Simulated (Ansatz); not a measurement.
# How strongly the parts of twisted Ti2CO2 MXene bilayer, 21.79° (70 atoms) bind, part 2 of 3

Aim: the interaction energy between the two parts of twisted Ti2CO2 MXene bilayer, 21.79° (70 atoms) and its distance dependence.

Ansatz 0.2.0; Kohn-Sham DFT, RPBE+D4, PAW (set soft_2), plane waves.

The cell: 14 C, 28 Ti and 28 O. The main run has no spin polarisation.

So far. Step 2 (Single point at the start): The r.m.s. force at the start is 0.18 eV/Å. Step 3 (Relaxation): The relaxation converged after 4 steps, 0.218 eV below its start, with a largest force component of 0.0048 eV/Å.

## Step 4: Single point at the relaxed geometry

One more single point at the end of the walk gives the fuller output and checks the residual forces.

Input file input.yaml:

```yaml
crystal:
  lattice:
    - [8.0166, 0.0, 0.0]
    - [-4.0083, 6.94258, 0.0]
    - [0.0, 0.0, 23.63]
  atoms:
    - { symbol: C, position: [0.0004, 0.00036, 0.34857] }
    - { symbol: Ti, position: [0.19091, 0.23844, 0.40358] }
    - { symbol: Ti, position: [0.23845, 0.04811, 0.29364] }
    - { symbol: O, position: [0.23861, 0.04727, 0.44151] }
    - { symbol: O, position: [0.19086, 0.23843, 0.25539] }
    - { symbol: C, position: [0.14337, 0.42901, 0.34847] }
    [... 58 atom lines left out ...]
    - { symbol: O, position: [0.95321, 0.76163, 0.55865] }
    - { symbol: C, position: [0.85729, 0.2854, 0.65172] }
    - { symbol: Ti, position: [0.09541, 0.47592, 0.70661] }
    - { symbol: Ti, position: [0.04764, 0.23788, 0.59658] }
    - { symbol: O, position: [0.04773, 0.2379, 0.74477] }
    - { symbol: O, position: [0.09536, 0.47568, 0.5587] }
kpoints:
  mp_grid: { grid: [3, 3, 1] }
hamiltonian:
  xc: rpbe
  dispersion: d4
scf:
  occupations: { method: gaussian, width: 0.05 }
output:
  forces: true
  populations: true
  dos:
    method: { smearing: { sigma: 0.1 } }
    de: 0.1
    projected:
      site_lists:
        C: [C]
        O: [O]
        Ti: [Ti]
        layer_1: [0, 1, 2, 3, 4, 5, 6, 7, 8, 9, 10, 11, 12, 13, 14, 15, 16, 17, 18, 19, 20, 21, 22, 23, 24, 25, 26, 27, 28, 29, 30, 31, 32, 33, 34]
        layer_2: [35, 36, 37, 38, 39, 40, 41, 42, 43, 44, 45, 46, 47, 48, 49, 50, 51, 52, 53, 54, 55, 56, 57, 58, 59, 60, 61, 62, 63, 64, 65, 66, 67, 68, 69]
  eigenvalues: true
  write_density: true
  write_potential: true
  volumetric_format: npy
```

Started as:

```sh
> ansatz run input.yaml --threads 8 --pin off --max-ram 31232MiB --backend cpu --events-out ev --progress --plain --runs-dir out
```

Log:

```text
[...]
Crystal: 70 atoms, lattice volume = 1315.149 Å³
Basis set: ecut = 420 eV, 25825 PW (Γ), exchange–correlation on 108×108×320 points (8 copies of the dense FFT grid, shifted against one another)
Bands: 350, of which v1, the nominal top of the filled ones, is band 280 counted from 1 (279 counted from 0)
Symmetry: 1 space group operations
[...]
k-points: 5 of 9 (time reversal used)
[...]
SCF iter   1: F=—  HF=-89683.401029 eV  |F-HF|=—  |Δ(HF+E_count)|=         —  Δρ=6.04e-3  dr2=7.24e-1  ethr=1.77e-3  ⟨swp⟩=6.2  Hψ=7438  notcnv=0
[...]
SCF iter  12: F=-89683.299951 eV  HF=-89683.299951 eV  |F-HF|=3.51e-8  |Δ(HF+E_count)|=   4.56e-8  Δρ=2.05e-6  dr2=7.67e-8  ethr=1.79e-11  ⟨swp⟩=18.4  Hψ=14588  notcnv=0
SCF 1 converged in 12 iterations: F = -89683.299951 eV  dr2 = 7.67e-8
[...]
SCF converged after 12 iterations
Free energy (F): -89683.299951 eV
[...]
Internal energy: -89683.299951 eV  (E = F + TS)
E sigma→0 (E₀):  -89683.299951 eV
Fermi energy:    4.576986 eV
[...]
--- Forces (eV/Å), atoms counted from 1 ---
  atom   1  C      0.00019974     0.00054252     0.00158996
  atom   2  Ti     0.00010649    -0.00053168    -0.00428071
  atom   3  Ti     0.00122881    -0.00147998     0.00376551
  atom   4  O     -0.00072945    -0.00021836     0.00289526
  atom   5  O     -0.00038475     0.00046573    -0.00295189
  atom   6  C     -0.00017145     0.00102074     0.00276179
  atom   7  Ti     0.00035496    -0.00127537    -0.00203926
  atom   8  Ti    -0.00024566     0.00057371     0.00475511
  atom   9  O     -0.00007204    -0.00084632     0.00287966
  atom  10  O     -0.00014646     0.00011259    -0.00071086
  atom  11  C     -0.00138105     0.00051233     0.00349368
  atom  12  Ti     0.00010329     0.00012993    -0.00200283
  atom  13  Ti    -0.00024536    -0.00002323     0.00297908
  atom  14  O      0.00027390     0.00040716     0.00122589
[...]
atom  69  O     -0.00062261    -0.00017519     0.00304874
  atom  70  O      0.00015294    -0.00107432    -0.00165027
  max |Σ_I F_I| component: 8.69e-5 eV/Å
--- Band table (eV; the first three rows and the last of 5) ---
[...]
--- Löwdin populations: 70 sites ---
  site symbol       q [e]
     0      C      4.9125
     1     Ti     10.8635
     2     Ti     10.8577
[...]
69      O      6.6126
  spilling = 0.003470 (of n_electrons = 560.000000)
```

It took 2.5 min on 8 threads of Arm Neoverse V1, shared host; peak memory 8.9 GiB; 19 min of CPU time.

Numbers from this run:

```yaml
free_energy: -89683.3000 eV
free_energy_per_atom: -1281.1900 eV/atom
scf_cycles: 12
r_m_s_force_component: 0.00169 eV/Å
longest_force: 0.00524 eV/Å
fermi_energy: 4.577 eV
spacing_of_highest_filled_and_lowest_empty_level: 0.4816 eV
potential_in_mid_vacuum_over_the_fermi_level: 5.431 eV
potential_4p5_a_over_the_upper_face: 5.431 eV
potential_4p5_a_under_the_lower_face: 5.431 eV
spilling_of_the_projection: 0.00347
```

Löwdin charges by element and coordination (they lack the spilled electrons, 0.028 e an atom on average):

```
element  coordination  atoms  mean charge (e)  spread   least    most
      C           all     14           -0.911  5.0e-4  -0.913  -0.911
      O           all     28           -0.614  0.0017  -0.615  -0.609
     Ti           all     28             1.14  0.0038    1.13    1.14
```

By region:

```
 region  atoms  mean length of the force (eV/Å)
layer 1     35                            0.003
layer 2     35                            0.003
```

Density of states as counts of states in windows of 1 eV (from the Fermi level), total and the larger projections:

```
from (eV)  to (eV)  total  layer 2  layer 1  Ti d   O p   C p   C s
      -18      -12    0.0      0.0      0.0   0.0   0.0   0.0   0.0
      -12      -11    5.9      2.9      2.9   0.4   0.1   0.1   3.3
      -11      -10   19.9      9.9      9.9   3.7   0.3   0.3  12.7
      -10       -9    2.2      1.1      1.1   0.6   0.0   0.0   1.5
       -9       -7    0.0      0.0      0.0   0.0   0.0   0.0   0.0
       -7       -6   12.5      6.2      6.2   3.1   6.1   1.9   0.1
       -6       -5   67.5     33.6     33.6  16.7  41.2   5.7   0.3
       -5       -4   86.7     43.1     43.1  17.4  59.6   5.8   0.9
       -4       -3   22.9     11.4     11.3   6.8   8.9   6.4   0.1
       -3       -2   36.0     17.8     17.8   9.9   9.8  14.9   0.1
       -2       -1   24.5     12.1     12.1   7.0   6.2  10.5   0.1
       -1        0    1.9      1.0      1.0   0.4   0.6   0.9   0.0
        0        1   28.9     14.3     14.3  23.0   4.3   0.9   0.2
        1        2   66.6     33.1     33.1  59.0   4.2   2.2   0.0
```

Between -26 and -18 eV lie 56 more states.

The levels nearest the highest filled one (over half full), pooled over k-points and spins:

```
level less the highest filled one (eV)  occupation
                                -0.744           2
                                -0.744           2
                                -0.001           2
                               -8.0e-4           2
                               -3.0e-4           2
                                     0           2
                                 0.482           0
                                 0.482           0
                                 0.482           0
                                 0.483           0
                                 0.483           0
                                 0.483           0
```

Planar average of the electrostatic potential energy along the normal, with the Fermi level as zero, after a running mean with a triangular window 4 Å wide at its base:

```
height (Å)  potential energy (eV)
       0.0                   5.43
       0.7                   5.43
       1.3                   5.43
       2.1                   5.43
       2.7                   5.43
       3.4                   5.37
       4.0                   4.91
       4.7                   2.68
       5.3                  -0.70
       6.1                  -5.75
       6.6                  -8.57
       7.4                  -9.56
       8.1                  -9.33
       8.7                  -9.43
       9.5                  -9.41
      10.0                  -7.78
      10.8                  -3.51
      11.4                  -0.33
      12.1                   0.13
      12.7                  -2.55
      13.4                  -7.06
      14.0                  -9.17
      14.8                  -9.50
      15.4                  -9.32
      16.1                  -9.51
      16.8                  -8.99
      17.4                  -6.63
      18.2                  -1.75
      18.8                   1.94
      19.5                   4.64
      20.1                   5.32
      20.8                   5.42
      21.4                   5.43
      22.2                   5.43
      22.7                   5.43
      23.5                   5.43
```

Valence density in the ca plane at fractional y = 0.047, with atoms of Ti and O within 0.2 Å of it. It is the smooth field of the valence electrons, not physical close to the nuclei.

Values in units of 1e0 e/Å³, 12 rows by 16 columns, each cell a mean:
```
0.3 0.8 0.4 0.2 0.1 0.0 0.3 0.3 0.7 0.6 0.3 0.1 0.0 0.0 0.0 0.0
0.3 0.3 0.7 0.7 0.1 0.2 3.0 0.6 0.2 2.4 3.7 0.1 0.0 0.0 0.0 0.0
0.3 0.3 1.1 0.7 0.1 0.3 4.4 0.8 0.2 3.2 5.1 0.1 0.0 0.0 0.0 0.0
0.3 0.8 0.4 0.2 0.1 0.1 0.7 1.0 0.3 0.4 1.0 0.4 0.0 0.0 0.0 0.0
0.4 0.6 0.3 0.3 0.1 0.0 0.5 5.5 0.6 0.2 1.9 2.1 0.0 0.0 0.0 0.0
0.3 0.3 1.5 1.1 0.1 0.0 0.4 2.6 0.4 0.2 1.1 1.0 0.0 0.0 0.0 0.0
0.3 0.2 4.1 2.6 0.0 0.0 0.3 0.3 0.5 0.5 0.3 0.1 0.0 0.0 0.0 0.0
0.6 0.2 0.9 0.9 0.2 0.0 0.1 0.3 0.7 0.5 0.2 0.1 0.0 0.0 0.0 0.0
5.4 0.3 0.2 3.3 1.4 0.0 0.2 1.2 0.4 0.3 0.6 0.5 0.0 0.0 0.0 0.0
5.5 0.3 0.2 3.2 1.3 0.1 0.4 1.2 0.3 0.2 0.7 0.5 0.0 0.0 0.0 0.0
0.6 0.7 0.3 0.4 0.2 0.0 0.2 0.3 0.6 0.5 0.2 0.1 0.0 0.0 0.0 0.0
0.4 1.4 0.6 0.1 0.0 0.0 0.1 0.3 1.3 0.8 0.1 0.0 0.0 0.0 0.0 0.0
```
Columns run along c (16.0 Å, from fractional 0.29 to 0.96 of the cell), rows up along a (8.0 Å). Atoms in or near the plane, at fractional coordinates: Ti at (0.29, 0.24), O at (0.44, 0.24), Ti at (0.71, 0.81), O at (0.56, 0.81).

Electrostatic potential energy in the ca plane at fractional y = 0.047, with atoms of Ti and O within 0.2 Å of it. With pseudopotentials it is smooth inside the atoms' cores, unlike the true potential.

Values in eV, 12 rows by 16 columns, each cell a mean:
```
  5   0  -6   0   3   8   9   6   3  -4  -4  -2   7  10  10  10
  1  -3   3  -8 -10   7   9 -18  -2   5 -16 -26   3   9  10  10
 -1   2   4 -11 -14   6   8 -26  -6   5 -20 -30   2   9  10  10
  6   2  -2  -1   0   8   9   0 -12   0  -3 -10   4  10  10  10
  4  -3  -1   2   3   8   9  -3 -32  -9   5 -12 -14  10  10  10
 -6  -1   4 -12 -14   6   9   1 -23  -4   3  -5  -3  10  10  10
-28   0   4 -23 -26   5   9   6   1   1  -1  -2   7  10  10  10
 -3  -7   3  -8 -11   6   9   6   1  -2   0   2   8  10  10  10
 -8 -32  -6   5 -17 -10   9   2 -18  -2   4   1   4  10  10  10
 -8 -32  -6   5 -16  -9   9   2 -18  -1   1  -3   4  10  10  10
  4  -7  -4   2   3   8   9   6   1  -2  -1   0   7  10  10  10
  7   4 -24  -7   5   8   9   7   4 -20 -11   5   8  10  10  10
```
Columns run along c (16.0 Å, from fractional 0.24 to 0.92 of the cell; values clipped at the 3rd and 97th percentile), rows up along a (8.0 Å). Atoms in or near the plane, at fractional coordinates: Ti at (0.29, 0.24), O at (0.44, 0.24), Ti at (0.71, 0.81), O at (0.56, 0.81).

Filled and empty levels are parted by 0.482 eV (on the run's k-points); a semilocal functional tends to put such gaps too low. Mean Löwdin charges: C -0.91, O -0.61, Ti +1.14 e (they miss 0.35 % of the electrons, so they add up to more than the cell's charge). The largest share in the top eV of filled states is C p (43 % of the projected weight), and in the lowest eV of empty states Ti d (81 % of the projected weight). The potential stands 5.67 eV above the highest filled level over the upper face and 5.67 eV under the lower one, which reads the ionisation potential at this level.

## Step 5: The lower part alone

The lower part (layer 1) is solved alone, atoms held, in the same cell.

Input file input.yaml:

```yaml
crystal:
  lattice:
    - [8.0166, 0.0, 0.0]
    - [-4.0083, 6.94258, 0.0]
    - [0.0, 0.0, 23.63]
  atoms:
    - { symbol: C, position: [0.0004, 0.00036, 0.34857] }
    - { symbol: Ti, position: [0.19091, 0.23844, 0.40358] }
    - { symbol: Ti, position: [0.23845, 0.04811, 0.29364] }
    - { symbol: O, position: [0.23861, 0.04727, 0.44151] }
    - { symbol: O, position: [0.19086, 0.23843, 0.25539] }
    - { symbol: C, position: [0.14337, 0.42901, 0.34847] }
    [... 23 atom lines left out ...]
    - { symbol: O, position: [0.90515, 0.38131, 0.25536] }
    - { symbol: C, position: [0.85759, 0.57198, 0.34844] }
    - { symbol: Ti, position: [0.04793, 0.80988, 0.40358] }
    - { symbol: Ti, position: [0.09569, 0.61961, 0.29356] }
    - { symbol: O, position: [0.09565, 0.61978, 0.44147] }
    - { symbol: O, position: [0.04801, 0.80992, 0.2554] }
kpoints:
  mp_grid: { grid: [3, 3, 1] }
hamiltonian:
  xc: rpbe
  dispersion: d4
scf:
  occupations: { method: gaussian, width: 0.05 }
output:
  forces: true
  eigenvalues: true
  write_density: true
  write_potential: true
  volumetric_format: npy
```

Log:

```text
[...]
Crystal: 35 atoms, lattice volume = 1315.149 Å³
Basis set: ecut = 420 eV, 25825 PW (Γ), exchange–correlation on 108×108×320 points (8 copies of the dense FFT grid, shifted against one another)
Bands: 175, of which v1, the nominal top of the filled ones, is band 140 counted from 1 (139 counted from 0)
Symmetry: 1 space group operations
[...]
k-points: 5 of 9 (time reversal used)
[...]
SCF iter   1: F=—  HF=-44841.149265 eV  |F-HF|=—  |Δ(HF+E_count)|=         —  Δρ=4.03e-3  dr2=2.98e-1  ethr=1.77e-3  ⟨swp⟩=6.2  Hψ=3805  notcnv=0  defer=1
[...]
SCF iter  10: F=—  HF=-44841.103572 eV  |F-HF|=—  |Δ(HF+E_count)|=   5.89e-7  Δρ=5.60e-6  dr2=4.98e-7  ethr=1.64e-9  ⟨swp⟩=2.0  Hψ=1088  notcnv=0  defer=134
SCF iter  11: F=-44841.103572 eV  HF=-44841.103572 eV  |F-HF|=2.17e-8  |Δ(HF+E_count)|=   3.65e-8  Δρ=1.67e-6  dr2=3.23e-8  ethr=3.57e-11  ⟨swp⟩=17.2  Hψ=7963  notcnv=0
SCF 1 converged in 11 iterations: F = -44841.103572 eV  dr2 = 3.23e-8
[...]
SCF converged after 11 iterations
Free energy (F): -44841.103572 eV
[...]
Internal energy: -44841.103572 eV  (E = F + TS)
E sigma→0 (E₀):  -44841.103572 eV
Fermi energy:    -0.418044 eV
[...]
Σ components = -44841.103572   (vs F -44841.103572, Δ=0.00e0)
--- Forces (eV/Å), atoms counted from 1 ---
  atom   1  C      0.00019935     0.00054935    -0.00900664
  atom   2  Ti     0.00084720    -0.00840448    -0.06677113
  atom   3  Ti     0.00113119    -0.00106038    -0.00249949
  atom   4  O     -0.02784573     0.04450263     0.04509230
[...]
atom  35  O     -0.00058732    -0.00012058    -0.00398942
  max |Σ_I F_I| component: 6.45e-5 eV/Å
--- Band table (eV; the first three rows and the last of 5) ---
[...]
```

It took 42 s on 8 threads; peak memory 4.7 GiB.

## Step 6: The upper part alone

The upper part (layer 2) is solved alone in the same way.

input.yaml, the sections that differ from step 5:

```yaml
crystal:
  lattice:
    - [8.0166, 0.0, 0.0]
    - [-4.0083, 6.94258, 0.0]
    - [0.0, 0.0, 23.63]
  atoms:
    - { symbol: C, position: [0.1431, 0.71415, 0.65169] }
    - { symbol: Ti, position: [0.38091, 0.90452, 0.70661] }
    - { symbol: Ti, position: [0.33345, 0.6665, 0.59684] }
    - { symbol: O, position: [0.33345, 0.66651, 0.74482] }
    - { symbol: O, position: [0.38071, 0.90459, 0.55869] }
    - { symbol: C, position: [0.00011, 0.99984, 0.65159] }
    [... 23 atom lines left out ...]
    - { symbol: O, position: [0.95321, 0.76163, 0.55865] }
    - { symbol: C, position: [0.85729, 0.2854, 0.65172] }
    - { symbol: Ti, position: [0.09541, 0.47592, 0.70661] }
    - { symbol: Ti, position: [0.04764, 0.23788, 0.59658] }
    - { symbol: O, position: [0.04773, 0.2379, 0.74477] }
    - { symbol: O, position: [0.09536, 0.47568, 0.5587] }
# kpoints, hamiltonian, scf, output: as in step 5
```

Log:

```text
Warning: at least one further symmetry operation maps every atom of the structure, as the run holds it, onto an atom to within 3.25e-5 (fractional), and is not used: no operation is sought that the atoms, as the run holds them, miss by more than 2.00e-5, twice crystal.symmetry.tolerance (1.0e-5). [...]
[...]
Crystal: 35 atoms, lattice volume = 1315.149 Å³
Basis set: ecut = 420 eV, 25825 PW (Γ), exchange–correlation on 108×108×320 points (8 copies of the dense FFT grid, shifted against one another)
Bands: 175, of which v1, the nominal top of the filled ones, is band 140 counted from 1 (139 counted from 0)
Symmetry: 1 space group operations
[...]
k-points: 5 of 9 (time reversal used)
[...]
SCF iter   1: F=—  HF=-44841.149397 eV  |F-HF|=—  |Δ(HF+E_count)|=         —  Δρ=4.03e-3  dr2=2.98e-1  ethr=1.77e-3  ⟨swp⟩=6.2  Hψ=3803  notcnv=0  defer=1
[...]
SCF iter  10: F=—  HF=-44841.103606 eV  |F-HF|=—  |Δ(HF+E_count)|=   4.75e-7  Δρ=5.97e-6  dr2=6.18e-7  ethr=1.50e-9  ⟨swp⟩=2.0  Hψ=1088  notcnv=0  defer=134
SCF iter  11: F=-44841.103606 eV  HF=-44841.103606 eV  |F-HF|=1.36e-8  |Δ(HF+E_count)|=   6.51e-8  Δρ=1.70e-6  dr2=3.20e-8  ethr=3.57e-11  ⟨swp⟩=16.6  Hψ=8113  notcnv=0
SCF 1 converged in 11 iterations: F = -44841.103606 eV  dr2 = 3.20e-8
[...]
SCF converged after 11 iterations
Free energy (F): -44841.103606 eV
[...]
Internal energy: -44841.103606 eV  (E = F + TS)
E sigma→0 (E₀):  -44841.103606 eV
Fermi energy:    -0.418278 eV
[...]
Σ components = -44841.103606   (vs F -44841.103606, Δ=0.00e0)
--- Forces (eV/Å), atoms counted from 1 ---
  atom   1  C     -0.00261204     0.00080215     0.00676915
  atom   2  Ti    -0.00108768     0.00207030     0.00276032
  atom   3  Ti    -0.00047182     0.00088663     0.02748584
  atom   4  O      0.00050628    -0.00118214     0.00229026
[...]
atom  35  O     -0.01811065     0.02590747    -0.04711110
  max |Σ_I F_I| component: 7.76e-5 eV/Å
--- Band table (eV; the first three rows and the last of 5) ---
[...]
```

The job ended after 39 s (8 threads; peak memory 4.7 GiB).

The program notes that the atoms just miss a symmetry operation.

The whole (-89683.300 eV) less the lower (-44841.104 eV) and the upper part (-44841.104 eV) leaves -1.093 eV.

## Step 7: Upper part moved by +0.3 Å

Moving the upper part rigidly maps the well in which it sits.

Input file input.yaml:

```yaml
crystal:
  lattice:
    - [8.0166, 0.0, 0.0]
    - [-4.0083, 6.94258, 0.0]
    - [0.0, 0.0, 23.63]
  atoms:
    - { symbol: C, position: [0.0004, 0.00036, 0.34857] }
    - { symbol: Ti, position: [0.19091, 0.23844, 0.40358] }
    - { symbol: Ti, position: [0.23845, 0.04811, 0.29364] }
    - { symbol: O, position: [0.23861, 0.04727, 0.44151] }
    - { symbol: O, position: [0.19086, 0.23843, 0.25539] }
    - { symbol: C, position: [0.14337, 0.42901, 0.34847] }
    [... 58 atom lines left out ...]
    - { symbol: O, position: [0.95321, 0.76163, 0.57135] }
    - { symbol: C, position: [0.85729, 0.2854, 0.66442] }
    - { symbol: Ti, position: [0.09541, 0.47592, 0.71931] }
    - { symbol: Ti, position: [0.04764, 0.23788, 0.60928] }
    - { symbol: O, position: [0.04773, 0.2379, 0.75747] }
    - { symbol: O, position: [0.09536, 0.47568, 0.5714] }
kpoints:
  mp_grid: { grid: [3, 3, 1] }
hamiltonian:
  xc: rpbe
  dispersion: d4
scf:
  occupations: { method: gaussian, width: 0.05 }
output:
  forces: true
  eigenvalues: true
```

Log:

```text
[...]
Crystal: 70 atoms, lattice volume = 1315.149 Å³
Basis set: ecut = 420 eV, 25825 PW (Γ), exchange–correlation on 108×108×320 points (8 copies of the dense FFT grid, shifted against one another)
Bands: 350, of which v1, the nominal top of the filled ones, is band 280 counted from 1 (279 counted from 0)
Symmetry: 1 space group operations
[...]
k-points: 5 of 9 (time reversal used)
[...]
SCF iter   1: F=—  HF=-89683.317623 eV  |F-HF|=—  |Δ(HF+E_count)|=         —  Δρ=6.06e-3  dr2=6.78e-1  ethr=1.77e-3  ⟨swp⟩=6.2  Hψ=7437  notcnv=0
[...]
SCF iter   5: F=—  HF=-89683.216193 eV  |F-HF|=—  |Δ(HF+E_count)|=   4.91e-4  Δρ=3.25e-4  dr2=3.37e-3  ethr=4.97e-6  ⟨swp⟩=2.8  Hψ=2206  notcnv=0  defer=167
[...]
SCF iter  11: F=—  HF=-89683.213451 eV  |F-HF|=—  |Δ(HF+E_count)|=   4.14e-7  Δρ=3.84e-6  dr2=2.47e-7  ethr=1.06e-10  ⟨swp⟩=3.0  Hψ=2808  notcnv=0  defer=167
SCF iter  12: F=-89683.213451 eV  HF=-89683.213451 eV  |F-HF|=5.26e-8  |Δ(HF+E_count)|=   3.46e-8  Δρ=1.97e-6  dr2=8.49e-8  ethr=1.79e-11  ⟨swp⟩=11.2  Hψ=7613  notcnv=0
SCF 1 converged in 12 iterations: F = -89683.213451 eV  dr2 = 8.49e-8
[...]
SCF converged after 12 iterations
Free energy (F): -89683.213451 eV
[...]
Internal energy: -89683.213451 eV  (E = F + TS)
E sigma→0 (E₀):  -89683.213451 eV
Fermi energy:    4.576416 eV
[...]
Σ components = -89683.213451   (vs F -89683.213451, Δ=0.00e0)
--- Forces (eV/Å), atoms counted from 1 ---
  atom   1  C      0.00020112     0.00054475    -0.00200637
  atom   2  Ti     0.00113803    -0.00503729    -0.01102570
  atom   3  Ti     0.00119180    -0.00121649     0.00169509
  atom   4  O     -0.01790460     0.02720879     0.05848343
[...]
atom  70  O     -0.01188107     0.01636143    -0.05804092
  max |Σ_I F_I| component: 2.04e-4 eV/Å
--- Band table (eV; the first three rows and the last of 5) ---
[...]
```

Run time: 97 s. Hardware: 8 threads; peak memory 8.9 GiB; 12 min of CPU time.

Upper part moved by +0.3 Å: the energy stands 0.0865 eV above that of the reference.

(Continued in part 3 of 3.)

[Long decimals in the printed logs are rounded to 6 places.]

[Logs are printed without paths, hosts, clocks, repeated set-up lines and the standing remarks that a program may print on its own settings, such as how far it seeks lower states.]

[Hosts, paths, dates, database ids (printed as entryN), source tags and the programs' standing remarks are cut or masked in the printed files.]
